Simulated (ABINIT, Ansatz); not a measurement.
# How the form of the self-energy moves the gap of Te (P3_121)

How much does the gap of Te (P3_121) depend on the approximation to the self-energy?

Main program and level: ABINIT 10.8.3; PBE and many-body steps on it, plane waves.

Report form: the programs' logs are mostly left out.

**1. The structure**

Symmetry: P3_121, No. 152, trigonal system. Conventional cell: a = 4.457 Å, b = 4.457 Å, c = 5.929 Å, α = 90.00°, β = 90.00°, γ = 120.00°. Te has 2 Te at 2.84 Å nearest.

As a file:

```cif
data_structure
_symmetry_space_group_name_H-M 'P 1'
_symmetry_Int_Tables_number 1
_cell_length_a 4.4572
_cell_length_b 4.4572
_cell_length_c 5.9290
_cell_angle_alpha 90.000
_cell_angle_beta 90.000
_cell_angle_gamma 120.000
_cell_volume 102.01
loop_
_atom_site_label
_atom_site_type_symbol
_atom_site_fract_x
_atom_site_fract_y
_atom_site_fract_z
_atom_site_occupancy
Te1 Te 0.26330 0.00000 0.33333 1
Te2 Te 0.00000 0.26330 0.66667 1
Te3 Te 0.73670 0.73670 0.00000 1
```

The cell and positions come from the Crystallography Open Database and are kept as given unless a step says otherwise. Spin-orbit coupling is left out unless a step names it.

**2. Empty states on the mesh, 3×3×2 mesh, 759 bands**

This step: ABINIT 10.8.3; DFT, PBE, plane waves, norm-conserving pseudopotentials.

The sums over transitions need many empty states on a uniform mesh; this step solves for them.

The input, run.abi:

```
acell 3*1.0 Angstrom
rprim 
  4.457199999972 0.000000000006 0.000000000000
  -2.228599999992 3.860048429721 0.000000000000
  0.000000000000 0.000000000000 5.929000000000
ntypat 1
znucl 52
natom 3
typat 1 1 1
xred 
  0.263300000000 0.000000000000 0.333333333333
  0.000000000000 0.263300000000 0.666666666667
  0.736700000000 0.736700000000 -0.000000000000
pp_dirpath "pseudos"
pseudos "Te.upf"
ecut 39
ngkpt 3 3 2
nshiftk 1
shiftk 0 0 0
kptopt 1
chksymbreak 0
iscf -2
irdden 1
istwfk *1
nband 759
nbdbuf 68
tolwfr 1e-09
nstep 60
prtvol 0
indata_prefix "in"
outdata_prefix "out"
tmpdata_prefix "tmp"
```

Run with:

```sh
> OMP_NUM_THREADS=2 mpirun -n 6 abinit run.abi > log
```

It took 7 min on 6 MPI ranks of Arm Neoverse V2, shared host; peak memory 1.2 GiB.

This step gave:

```yaml
gap: 0.1818 eV
k_of_the_valence_top: 0.3333, 0.3333, 0.5
k_of_the_conduction_bottom: 0.3333, 0.3333, 0.5
least_direct_gap: 0.1818 eV
k_points_computed: 6
lowest_point_of_the_top_converged_band_above_the_valence_top: 186.2630 eV
```

On this mesh the gap is 0.182 eV.

The density comes from a self-consistent run that is not shown.

**3. Screening, 3×3×2 mesh, 303 bands, screening to 176.9 eV**

The RPA dielectric matrix is built and inverted for each q.

This step: RPA screening on PBE, plane waves, norm-conserving pseudopotentials.

Changes to run.abi since step 2:

```diff
@@ -21,10 +21,11 @@
 chksymbreak 0
-iscf -2
-irdden 1
 istwfk *1
-nband 759
-nbdbuf 68
-tolwfr 1e-09
-nstep 60
-prtvol 0
+occopt 1
+irdwfk 1
+optdriver 3
+nband 303
+ecuteps 6.5
+inclvkb 2
+awtr 1
+symchi 1
 indata_prefix "in"
```

Run with:

```sh
> OMP_NUM_THREADS=1 mpirun -n 16 abinit run.abi > log
```

Run time: 81 s. Hardware: 16 MPI ranks; peak memory 5.3 GiB.

This step gave:

* ε∞ with local fields, on this mesh, along the program's q direction: 1407
* the same without local fields: 1747
* plasma frequency: 31.20 eV
* plane waves in the screening matrix: 529

Local fields lower ε∞ by 19 %. The value itself is an artefact of the mesh, where one narrow direct gap carries too much weight.

**4. G0W0, Godby-Needs plasmon pole**

The self-energy is evaluated for the states that the input lists, and the levels follow from it, in one-shot runs by the linearised quasiparticle equation.

This step: G0W0 on PBE, plane waves, norm-conserving pseudopotentials.

Changes to run.abi since step 3:

```diff
@@ -24,8 +24,17 @@
 irdwfk 1
-optdriver 3
+optdriver 4
 nband 303
+gwcalctyp 0
+ecutsigx 39
+symsigma 1
+nkptgw 2
+kptgw 
+  0.3333333333 0.3333333333 0.5000000000
+  0.0000000000 0.0000000000 0.0000000000
+bdgw 
+  35 39
+  34 38
 ecuteps 6.5
-inclvkb 2
-awtr 1
-symchi 1
+irdscr 1
+ppmodel 1
 indata_prefix "in"
```

Wall time 19 s (16 MPI ranks); peak memory 4.4 GiB.

Numbers from this step:

- G0W0 gap on the points computed: 0.4550 eV
- starting gap on the mesh: 0.1818 eV
- k of the valence top: 0.3333, 0.3333, 0.5
- k of the conduction bottom: 0.3333, 0.3333, 0.5
- Z at the valence top: 0.79
- Z at the conduction bottom: 0.792
- least direct G0W0 gap on the computed points: 0.4550 eV

The gap on the mesh goes from 0.18 eV to 0.46 eV, a correction of +0.27 eV.

**5. G0W0, Engel-Farid plasmon pole**

Changes to run.abi since step 4:

```diff
@@ -38,3 +38,3 @@
 irdscr 1
-ppmodel 1
+ppmodel 4
 indata_prefix "in"
```

Run time: 15 s. Hardware: 16 MPI ranks; peak memory 3.6 GiB; 3.8 min of CPU time.

This step gave:

| Property | Result |
| --- | --- |
| G0W0 gap on the points computed | 0.4380 eV |
| starting gap on the mesh | 0.1818 eV |
| k of the valence top | 0.3333, 0.3333, 0.5 |
| k of the conduction bottom | 0.3333, 0.3333, 0.5 |
| Z at the valence top | 0.781 |
| Z at the conduction bottom | 0.785 |
| least direct G0W0 gap on the computed points | 0.4380 eV |

Against G0W0 in ABINIT (3×3×2 mesh, 303 bands, screening to 176.9 eV, Godby-Needs plasmon pole), the gap moves by −0.017 eV.

**6. G0W0, Hybertsen-Louie plasmon pole**

Changes to run.abi since step 5:

```diff
@@ -38,3 +38,3 @@
 irdscr 1
-ppmodel 4
+ppmodel 2
 indata_prefix "in"
```

The job ended after 18 s (16 MPI ranks; peak memory 4 GiB).

Numbers from this step:

* G0W0 gap on the points computed: 0.4410 eV
* starting gap on the mesh: 0.1818 eV
* k of the valence top: 0.3333, 0.3333, 0.5
* k of the conduction bottom: 0.3333, 0.3333, 0.5
* least direct G0W0 gap on the computed points: 0.4410 eV

Against G0W0 in ABINIT (3×3×2 mesh, 303 bands, screening to 176.9 eV, Godby-Needs plasmon pole), the gap moves by −0.014 eV.

**7. One-shot Hartree-Fock**

This step: one-shot Hartree-Fock on PBE, plane waves, norm-conserving pseudopotentials.

Changes to run.abi since step 6:

```diff
@@ -25,4 +25,4 @@
 optdriver 4
-nband 303
-gwcalctyp 0
+nband 40
+gwcalctyp 5
 ecutsigx 39
@@ -36,5 +36,4 @@
   34 38
-ecuteps 6.5
-irdscr 1
-ppmodel 2
+ixc_sigma 40
+fftgw 31
 indata_prefix "in"
```

Run time: 2.6 s. Hardware: 16 MPI ranks; peak memory 0.17 GiB.

This step gave:

- quasiparticle gap on the points computed: 4.744 eV
- starting gap on the mesh: 0.1818 eV
- k of the valence top: 0.3333, 0.3333, 0.5
- k of the conduction bottom: 0.3333, 0.3333, 0.5
- least direct quasiparticle gap on the computed points: 4.744 eV

Against G0W0 in ABINIT (3×3×2 mesh, 303 bands, screening to 176.9 eV, Godby-Needs plasmon pole), the gap moves by +4.289 eV.

**8. The runs together**

Times are wall times on 16 MPI ranks of Arm Neoverse V2, shared host, good to a factor of about two. A run's time includes the screening step that it read.

| run | mesh | bands | screening cutoff (eV) | DFT gap (eV) | gap on the mesh (eV) | direct (eV) | ε∞ used | time |
| --- | --- | --- | --- | --- | --- | --- | --- | --- |
| G0W0, Godby-Needs plasmon pole | 3×3×2 | 303 | 176.9 | 0.182 | 0.455 | 0.455 | 1407.23 | 100 s |
| G0W0, Engel-Farid plasmon pole | 3×3×2 | 303 | 176.9 | 0.182 | 0.438 | 0.438 | 1407.23 | 95 s |
| G0W0, Hybertsen-Louie plasmon pole | 3×3×2 | 303 | 176.9 | 0.182 | 0.441 | 0.441 | 1407.23 | 99 s |
| one-shot Hartree-Fock | 3×3×2 | - | - | 0.182 | 4.744 | 4.744 | - | 2.6 s |

**9. Results**

| Item | Value |
| --- | --- |
| G0W0, Godby-Needs plasmon pole | 0.455 eV |
| G0W0, Engel-Farid plasmon pole | 0.438 eV |
| G0W0, Hybertsen-Louie plasmon pole | 0.441 eV |
| one-shot Hartree-Fock | 4.744 eV |
| known limits | not at the basis limit; model gap, bands may invert with spin-orbit coupling; screening runs away on this mesh; no spin-orbit coupling; coarse k mesh |

What this shows: G0W0, Engel-Farid plasmon pole: −0.017 eV against G0W0, Godby-Needs plasmon pole. G0W0, Hybertsen-Louie plasmon pole: −0.014 eV against G0W0, Godby-Needs plasmon pole. One-shot Hartree-Fock: +4.289 eV against G0W0, Godby-Needs plasmon pole. Bare exchange alone opens the gap to 4.74 eV; against G0W0, correlation takes back 4.29 eV. Bands and cutoff are finite, so the gap is not at the basis limit. The miss can reach some tenths of an eV and take either sign; the mesh is an error of its own. In the G0W0 runs levels were corrected at 2 k points alone, so a gap called «on the mesh» is the least over those, and an edge elsewhere would be missed. The 3×3×2 mesh is coarse for this cell, which bears on the long-range parts of exchange and screening. With atoms this heavy and so narrow a gap, spin-orbit coupling can invert the bands. These scalar-relativistic gaps are then model values, not to be set against experiment, and a spin-orbit change taken from DFT can't simply be added. For the PBE start: On this mesh the RPA ε∞ passes 90, more than nearly any semiconductor shows; a coarse mesh does this where one point with a narrow direct gap carries much weight. The screening is then too strong, and the G0W0 gap should not be taken as the material's.

[Paths, hosts, dates, memory and timing lines, banners, echoed tables and standing remarks are left out of the program output.]

[Logs are printed without paths, hosts, clocks, repeated set-up lines and the standing remarks that a program may print on its own settings, such as how far it seeks lower states.]

[Runs of the session that timed out or met a known fault of the program may be left out.]

[Hosts, paths, dates, database ids (printed as entryN), source tags and the programs' standing remarks are cut or masked in the printed files.]

[G0W0 gaps are taken among the corrected bands and points alone; a level outside them can change the order at an edge.]

[Where Ansatz stands beside ABINIT at settings called matched, ABINIT's density can come from a denser mesh and the files from another edition; pairs whose starting gaps differed by over 0.03 eV were left out, so agreement reads better than it is.]
